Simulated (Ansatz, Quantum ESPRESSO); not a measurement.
# SrZrTe3 (Pm-3m): zone-centre phonons, part 2 of 3

Wanted: the vibrations of SrZrTe3 (Pm-3m) at Γ, by two programs.

Quantum ESPRESSO 8.0 development, patched; DFT LDA, scalar-relativistic, plane waves, PseudoDojo norm-conserving pseudopotentials.

So far. Step 2 (A first look): No gap opens on this mesh, so smearing is kept; the start stands at -4.0 GPa. Step 4 (Ground state): The cell stands at 0.0030 GPa, close enough for phonons. The relaxed cell has a = 5.520 Å (conventional setting).

The structure was built from a prototype and need not be the compound's stable phase.

## (5) Linear response at Γ

At q = 0 one unit cell holds all displacements; symmetry groups them into irreducible representations that are solved one by one. With smeared occupations no response to a homogeneous field can be asked.

ph.in reads:

```
phonons
 &inputph
    prefix='x',
    outdir='./tmp',
    fildyn='g.dyn',
    tr2_ph=1.0d-18,
    alpha_mix(1)=0.4,
    nmix_ph=8,
 /
0.000000000000 0.000000000000 0.000000000000
```

Launch:

```
$ OMP_NUM_THREADS=1 mpirun -n 4 ph.x -nk 4 -in ph.in > ph.out
```

Log:

```text
[banners, grids, parts of the stress and lines that vanish by symmetry left out]
[banner, memory and clock lines left out]
Program PHONON v.8.0dev

     Dynamical matrices for q-points given in input
     (   1q-points):
       N         xq(1)         xq(2)         xq(3)
       1   0.000000000   0.000000000   0.000000000

     ./tmp/x.save/

     IMPORTANT: XC functional enforced from input :
     Exchange-correlation= PW
                           (   1   4   0   0   0   0   0)
     Any further DFT definition will be discarded
     Please, verify this is what you really want

     G-vector sticks info

     Reading collected, re-writing distributed wavefunctions in ./tmp/

     Number and degeneracy of irreps per q-point
       N         xq(1)         xq(2)         xq(3)   N irreps
       1   0.000000000   0.000000000   0.000000000       5
        3   3   3   3   3

     Calculation of q =    0.0000000   0.0000000   0.0000000

     phonons

     bravais-lattice index     =            1
     lattice parameter (alat)  =      10.4307  a.u.
     unit-cell volume          =    1134.8520 (a.u.)^3
     number of atoms/cell      =            5
     number of atomic types    =            3
     kinetic-energy cut-off    =      82.0000  Ry
     charge density cut-off    =     328.0000  Ry
     convergence threshold     =      1.0E-18
     beta                      =       0.4000
     number of iterations used =            8
     Exchange-correlation= PW
                           (   1   4   0   0   0   0   0)

     celldm(1)=   10.43069  celldm(2)=    0.00000  celldm(3)=    0.00000
     celldm(4)=    0.00000  celldm(5)=    0.00000  celldm(6)=    0.00000

     crystal axes: (cart. coord. in units of alat)
               a(1) = (  1.0000  0.0000  0.0000 )
               a(2) = (  0.0000  1.0000  0.0000 )
               a(3) = (  0.0000  0.0000  1.0000 )

     reciprocal axes: (cart. coord. in units 2 pi/alat)
               b(1) = (  1.0000  0.0000  0.0000 )
               b(2) = (  0.0000  1.0000  0.0000 )
               b(3) = (  0.0000  0.0000  1.0000 )

     Atoms inside the unit cell:

     Cartesian axes

     site n.  atom      mass           positions (alat units)
        1  Sr     87.6200   tau(    1) = (    0.00000    0.00000    0.00000  )
        2  Zr     91.2240   tau(    2) = (    0.50000    0.50000    0.50000  )
        3  Te    127.6000   tau(    3) = (    0.50000    0.50000    0.00000  )
        4  Te    127.6000   tau(    4) = (    0.50000    0.00000    0.50000  )
        5  Te    127.6000   tau(    5) = (    0.00000    0.50000    0.50000  )

     Computing dynamical matrix for
                    q = (   0.0000000   0.0000000   0.0000000 )

     49 Sym.Ops. (with q -> -q+G )

     G cutoff =  903.9414  ( 113705 G-vectors)     FFT grid: ( 64, 64, 64)

     number of k points=    20  Marzari-Vanderbilt smearing, width (Ry)=  0.0200
                       cart. coord. in units 2pi/alat
        k(    1) = (   0.0000000   0.0000000   0.0000000), wk =   0.0092593
        k(    2) = (   0.0000000   0.0000000   0.1666667), wk =   0.0555556
        k(    3) = (   0.0000000   0.0000000   0.3333333), wk =   0.0555556
        [... further k-points left out ...]

     PseudoPot. # 1 for Sr read from file:
     ./pseudo/Sr.upf
     Pseudo is Norm-conserving + core correction, Zval = 10.0
     Using radial grid of 1812 points,  6 beta functions with:
                l(1) =   0
                l(2) =   0
                l(3) =   1
                l(4) =   1
                l(5) =   2
                l(6) =   2

     PseudoPot. # 2 for Zr read from file:
     ./pseudo/Zr.upf
     Pseudo is Norm-conserving + core correction, Zval = 12.0
     Using radial grid of 1584 points,  6 beta functions with:
                l(1) =   0
                l(2) =   0
                l(3) =   1
                l(4) =   1
                l(5) =   2
                l(6) =   2

     PseudoPot. # 3 for Te read from file:
     ./pseudo/Te.upf
     Pseudo is Norm-conserving + core correction, Zval = 16.0
     Using radial grid of 1278 points,  6 beta functions with:
                l(1) =   0
                l(2) =   0
                l(3) =   1
                l(4) =   1
                l(5) =   2
                l(6) =   2

     Mode symmetry, O_h (m-3m)  point group:

     Atomic displacements:
     There are    5 irreducible representations

     Representation     1      3 modes -  To be done

     Representation     2      3 modes -  To be done

     Representation     3      3 modes -  To be done

     Representation     4      3 modes -  To be done

     Representation     5      3 modes -  To be done

     Alpha used in Ewald sum =   2.8000

     Representation #   1 modes #   1   2   3

     Self-consistent Calculation

     The passes end when |ddv_scf|^2 is under  2.1E-20 (on this mesh; tr2_ph alone asks  1.0E-18)
      iter #   1   av.it.:   8.1
      thresh= 1.000E-02 alpha_mix =  0.400 |ddv_scf|^2 =  6.757E-07
      iter #   2   av.it.:  14.8
      thresh= 8.220E-05 alpha_mix =  0.400 |ddv_scf|^2 =  4.245E-08
      iter #   3   av.it.:  14.7
      thresh= 2.060E-05 alpha_mix =  0.400 |ddv_scf|^2 =  7.985E-10
      iter #   4   av.it.:  15.3
      thresh= 2.826E-06 alpha_mix =  0.400 |ddv_scf|^2 =  7.549E-11
      iter #   5   av.it.:  15.4
      thresh= 8.689E-07 alpha_mix =  0.400 |ddv_scf|^2 =  6.030E-12
      iter #   6   av.it.:  15.4
      thresh= 2.456E-07 alpha_mix =  0.400 |ddv_scf|^2 =  6.379E-14
      iter #   7   av.it.:  15.9
      thresh= 2.526E-08 alpha_mix =  0.400 |ddv_scf|^2 =  3.338E-15
      iter #   8   av.it.:  15.7
      thresh= 5.778E-09 alpha_mix =  0.400 |ddv_scf|^2 =  2.084E-16
      iter #   9   av.it.:  15.6
      thresh= 1.444E-09 alpha_mix =  0.400 |ddv_scf|^2 =  1.647E-17
      iter #  10   av.it.:  15.6
      thresh= 4.059E-10 alpha_mix =  0.400 |ddv_scf|^2 =  7.690E-19
      iter #  11   av.it.:  15.7
      thresh= 8.769E-11 alpha_mix =  0.400 |ddv_scf|^2 =  1.118E-20

     End of self-consistent calculation

     Convergence has been achieved

     Representation #   2 modes #   4   5   6

     Self-consistent Calculation

     The passes end when |ddv_scf|^2 is under  2.1E-20 (on this mesh; tr2_ph alone asks  1.0E-18)
      iter #   1   av.it.:   6.5
      thresh= 1.000E-02 alpha_mix =  0.400 |ddv_scf|^2 =  3.942E-07
      iter #   2   av.it.:  14.1
      thresh= 6.278E-05 alpha_mix =  0.400 |ddv_scf|^2 =  2.759E-08
      iter #   3   av.it.:  14.2
      thresh= 1.661E-05 alpha_mix =  0.400 |ddv_scf|^2 =  5.251E-10
[...]
End of self-consistent calculation

     Convergence has been achieved

     Representation #   3 modes #   7   8   9

     Self-consistent Calculation

     The passes end when |ddv_scf|^2 is under  2.1E-20 (on this mesh; tr2_ph alone asks  1.0E-18)
[...]
End of self-consistent calculation

     Convergence has been achieved

     Representation #   4 modes #  10  11  12

     Self-consistent Calculation

     The passes end when |ddv_scf|^2 is under  2.1E-20 (on this mesh; tr2_ph alone asks  1.0E-18)
[...]
End of self-consistent calculation

     Convergence has been achieved

     Representation #   5 modes #  13  14  15

     Self-consistent Calculation

     The passes end when |ddv_scf|^2 is under  2.1E-20 (on this mesh; tr2_ph alone asks  1.0E-18)
[...]
iter #   4   av.it.:  15.2
      thresh= 1.469E-06 alpha_mix =  0.400 |ddv_scf|^2 =  9.250E-13
      iter #   5   av.it.:  14.7
      thresh= 9.618E-08 alpha_mix =  0.400 |ddv_scf|^2 =  1.111E-13
      iter #   6   av.it.:  14.9
      thresh= 3.334E-08 alpha_mix =  0.400 |ddv_scf|^2 =  3.743E-15
      iter #   7   av.it.:  15.4
      thresh= 6.118E-09 alpha_mix =  0.400 |ddv_scf|^2 =  4.661E-17
      iter #   8   av.it.:  15.2
      thresh= 6.827E-10 alpha_mix =  0.400 |ddv_scf|^2 =  2.624E-18
      iter #   9   av.it.:  15.7
      thresh= 1.620E-10 alpha_mix =  0.400 |ddv_scf|^2 =  5.790E-20
      iter #  10   av.it.:  15.8
      thresh= 2.406E-11 alpha_mix =  0.400 |ddv_scf|^2 =  2.711E-22

     End of self-consistent calculation

     Convergence has been achieved

     Number of q in the star =    1
     List of q in the star:
          1   0.000000000   0.000000000   0.000000000

     Diagonalizing the dynamical matrix

     q = (    0.000000000   0.000000000   0.000000000 )

 **************************************************************************
     freq (    1) =      -1.853062 [THz] =     -61.811482 [cm-1]
     freq (    2) =      -1.853062 [THz] =     -61.811482 [cm-1]
     freq (    3) =      -1.853062 [THz] =     -61.811482 [cm-1]
     freq (    4) =      -1.357022 [THz] =     -45.265390 [cm-1]
     freq (    5) =      -1.357022 [THz] =     -45.265390 [cm-1]
     freq (    6) =      -1.357022 [THz] =     -45.265390 [cm-1]
     freq (    7) =      -0.213242 [THz] =      -7.112984 [cm-1]
     freq (    8) =      -0.213242 [THz] =      -7.112984 [cm-1]
     freq (    9) =      -0.213242 [THz] =      -7.112984 [cm-1]
     freq (   10) =      -0.016093 [THz] =      -0.536817 [cm-1]
     freq (   11) =      -0.016093 [THz] =      -0.536817 [cm-1]
     freq (   12) =      -0.016093 [THz] =      -0.536817 [cm-1]
     freq (   13) =       6.559974 [THz] =     218.817189 [cm-1]
     freq (   14) =       6.559974 [THz] =     218.817189 [cm-1]
     freq (   15) =       6.559974 [THz] =     218.817189 [cm-1]
 **************************************************************************

     Mode symmetry, O_h (m-3m)  point group:

     freq (   1-   3) =        -61.8  [cm-1]   --> T_1u G_15  G_4- I
     freq (   4-   6) =        -45.3  [cm-1]   --> T_2u G_25  G_5-
     freq (   7-   9) =         -7.1  [cm-1]   --> T_1u G_15  G_4- I
     freq (  10-  12) =         -0.5  [cm-1]   --> T_1u G_15  G_4- I
     freq (  13-  15) =        218.8  [cm-1]   --> T_1u G_15  G_4- I
```

Elapsed: 45 min, on 4 MPI ranks of Arm Neoverse V1, shared host; 3 h of CPU time.

Read from the output:

| Quantity | Value |
| --- | --- |
| largest acoustic frequency at the zone centre before the sum rule | -0.54 cm⁻¹ |
| highest optical zone-centre mode (no LO-TO term) | 218.8 cm⁻¹ |
| lowest optical zone-centre mode | -61.81 cm⁻¹ |

The acoustic modes at Γ come out as far as 0.5 cm⁻¹ from zero, where they should vanish, a small numerical error. The lowest optical mode is imaginary, 62i cm⁻¹, an instability at this level and on this k mesh.

## (6) Zone-centre analysis

A rigid shift of the crystal must cost nothing, but grids and finite bases break this; the acoustic sum rule is imposed before the matrix is diagonalised again.

dynmat.in reads:

```
 &input
    fildyn='g.dyn',
    asr='simple',
    fileig='dynmat.eig',
 /
```

Launch:

```
$ dynmat.x -in dynmat.in > dynmat.out
```

Log:

```text
[banner, memory and clock lines left out]
Program DYNMAT v.8.0dev

     Reading Dynamical Matrix from file g.dyn
     ...Force constants read
     ...epsilon and Z* not read (not found on file)
     A direction for q was not specified:TO-LO splitting will be absent

     Polarizability (A^3 units)
     multiply by 1.000000 for Clausius-Mossotti correction (not under assume_isolated = 'mt')
         0.000000    0.000000    0.000000
         0.000000    0.000000    0.000000
         0.000000    0.000000    0.000000

     IR activities are in (D/A)^2/amu units

# mode   [cm-1]    [THz]      IR
    1    -61.82   -1.8532    0.0000
    2    -61.82   -1.8532    0.0000
    3    -61.82   -1.8532    0.0000
    4    -45.26   -1.3569    0.0000
    5    -45.26   -1.3569    0.0000
    6    -45.26   -1.3569    0.0000
    7     -7.09   -0.2126    0.0000
    8     -7.09   -0.2126    0.0000
    9     -7.09   -0.2126    0.0000
   10     -0.00   -0.0000    0.0000
   11      0.00    0.0000    0.0000
   12      0.00    0.0000    0.0000
   13    218.82    6.5600    0.0000
   14    218.82    6.5600    0.0000
   15    218.82    6.5600    0.0000

[end of the log left out, with the tail of the file of modes that dynmat.x writes under the same name]
```

It took 0.48 s on 1 thread.

Read from the output:

```yaml
lowest_optical_zone_centre_mode: -61.82 cm⁻¹
```

Unit eigenvectors of the mass-weighted matrix after the sum rule; no LO-TO term. Modes at Γ, with each element's share of the kinetic energy (negative means imaginary):

```csv
mode,frequency (cm⁻¹),Sr %,Zr %,Te %
1,-61.8,83,1,15
2,-61.8,83,1,15
3,-61.8,83,1,15
4,-45.3,0,0,100
5,-45.3,0,0,100
6,-45.3,0,0,100
7,-7.1,1,44,55
8,-7.1,1,44,55
9,-7.1,1,44,55
10,0.0,16,16,68
11,0.0,16,16,68
12,0.0,16,16,68
13,218.8,0,38,62
14,218.8,0,38,62
15,218.8,0,38,62
```

Displacements in mode 2 (-61.8 cm⁻¹), the largest set to 1:
```
Sr1  0.28  1.00 -0.86
Zr2 -0.03 -0.12  0.10
Te3 -0.07 -0.23  0.12
Te4 -0.07 -0.14  0.20
Te5 -0.04 -0.23  0.20
```

Displacements in mode 14 (218.8 cm⁻¹), the largest set to 1:
```
Sr1  0.00  0.00 -0.02
Zr2  0.00  0.00 -0.95
Te3  0.00  0.00  1.00
Te4  0.00  0.00 -0.15
Te5  0.00  0.00 -0.15
```

The rule moves no optical mode by more than 0.1 cm⁻¹.

## (7) Sum rules set otherwise: a sum rule for molecules or wires on a crystal

This rule also removes rotations, which suits molecules and not a crystal; it is tried to see the harm.

dynmat.in reads:

```
 &input
    fildyn='g.dyn',
    asr='zero-dim',
    fileig='dynmat.eig',
 /
```

Launch:

```
$ dynmat.x -in dynmat.in > dynmat.out
```

Log:

```text
[banner, memory and clock lines left out]
Program DYNMAT v.8.0dev

     Reading Dynamical Matrix from file g.dyn
     ...Force constants read
     ...epsilon and Z* not read (not found on file)
     Warning: this looks like a crystal, not a molecule in a box: use asr = 'crystal'
     Acoustic Sum Rule: || Z*(ASR) - Z*(orig)|| =    0.000000E+00
     Acoustic Sum Rule: ||dyn(ASR) - dyn(orig)||=    1.257510E-01
     A direction for q was not specified:TO-LO splitting will be absent

     Polarizability (A^3 units)
     multiply by 1.000000 for Clausius-Mossotti correction (not under assume_isolated = 'mt')
         0.000000    0.000000    0.000000
         0.000000    0.000000    0.000000
         0.000000    0.000000    0.000000

     IR activities are in (D/A)^2/amu units

# mode   [cm-1]    [THz]      IR
    1    -61.81   -1.8531    0.0000
    2    -51.81   -1.5531    0.0000
    3    -51.81   -1.5531    0.0000
    4    -33.60   -1.0072    0.0000
    5    -33.60   -1.0072    0.0000
    6     -7.11   -0.2132    0.0000
    7     -0.00   -0.0000    0.0000
    8     -0.00   -0.0000    0.0000
    9     -0.00   -0.0000    0.0000
   10      0.00    0.0000    0.0000
   11      0.00    0.0000    0.0000
   12      0.00    0.0000    0.0000
   13    218.82    6.5600    0.0000
   14    219.89    6.5922    0.0000
   15    219.89    6.5922    0.0000

[end of the log left out, with the tail of the file of modes that dynmat.x writes under the same name]
```

Elapsed: 0.45 s, on 1 thread.

The run ended normally, but on settings that are not sound.

The fault: a sum rule for molecules or wires on a crystal; 3 optical modes are projected out to zero frequency, as if they were rotations.

For a crystal the rule has to be 'simple' or 'crystal'.

Zone-centre frequencies as printed; negative means imaginary. Modes:

```csv
mode,frequency (cm⁻¹)
1,-61.81
2,-51.81
3,-51.81
4,-33.6
5,-33.6
6,-7.11
7,0
8,0
9,0
10,0
11,0
12,0
13,218.8
14,219.9
15,219.9
```

## (8) Sum rules set otherwise (asr crystal)

The rule can be imposed in more than one way; the choices should agree where the raw error is small.

dynmat.in reads:

```
 &input
    fildyn='g.dyn',
    asr='crystal',
    fileig='dynmat.eig',
 /
```

Launch:

```
$ dynmat.x -in dynmat.in > dynmat.out
```

Log:

```text
[banner, memory and clock lines left out]
Program DYNMAT v.8.0dev

     Reading Dynamical Matrix from file g.dyn
     ...Force constants read
     ...epsilon and Z* not read (not found on file)
     Acoustic Sum Rule: || Z*(ASR) - Z*(orig)|| =    0.000000E+00
     Acoustic Sum Rule: ||dyn(ASR) - dyn(orig)||=    1.667260E-05
     A direction for q was not specified:TO-LO splitting will be absent

     Polarizability (A^3 units)
     multiply by 1.000000 for Clausius-Mossotti correction (not under assume_isolated = 'mt')
         0.000000    0.000000    0.000000
         0.000000    0.000000    0.000000
         0.000000    0.000000    0.000000

     IR activities are in (D/A)^2/amu units

# mode   [cm-1]    [THz]      IR
    1    -61.81   -1.8531    0.0000
    2    -61.81   -1.8531    0.0000
    3    -61.81   -1.8531    0.0000
    4    -45.27   -1.3570    0.0000
    5    -45.27   -1.3570    0.0000
    6    -45.27   -1.3570    0.0000
    7     -7.11   -0.2132    0.0000
    8     -7.11   -0.2132    0.0000
    9     -7.11   -0.2132    0.0000
   10     -0.00   -0.0000    0.0000
   11     -0.00   -0.0000    0.0000
   12      0.00    0.0000    0.0000
   13    218.82    6.5600    0.0000
   14    218.82    6.5600    0.0000
   15    218.82    6.5600    0.0000

[end of the log left out, with the tail of the file of modes that dynmat.x writes under the same name]
```

Wall time 0.45 s (1 thread).

Read from the output:

- lowest optical zone-centre mode: -61.81 cm⁻¹

Zone-centre frequencies as printed; negative means imaginary. Modes:

```csv
mode,frequency (cm⁻¹)
1,-61.81
2,-61.81
3,-61.81
4,-45.27
5,-45.27
6,-45.27
7,-7.11
8,-7.11
9,-7.11
10,0
11,0
12,0
13,218.8
14,218.8
15,218.8
```

Against the first rule no mode moves by more than 0.1 cm⁻¹.

[end of part 2 of 3]

[Host names and launcher messages were left out of these logs when they were recorded.]

[Logs are printed without paths, hosts, clocks, repeated set-up lines and the standing remarks that a program may print on its own settings, such as how far it seeks lower states.]

[Hosts, paths, dates, database ids (printed as entryN), source tags and the programs' standing remarks are cut or masked in the printed files.]
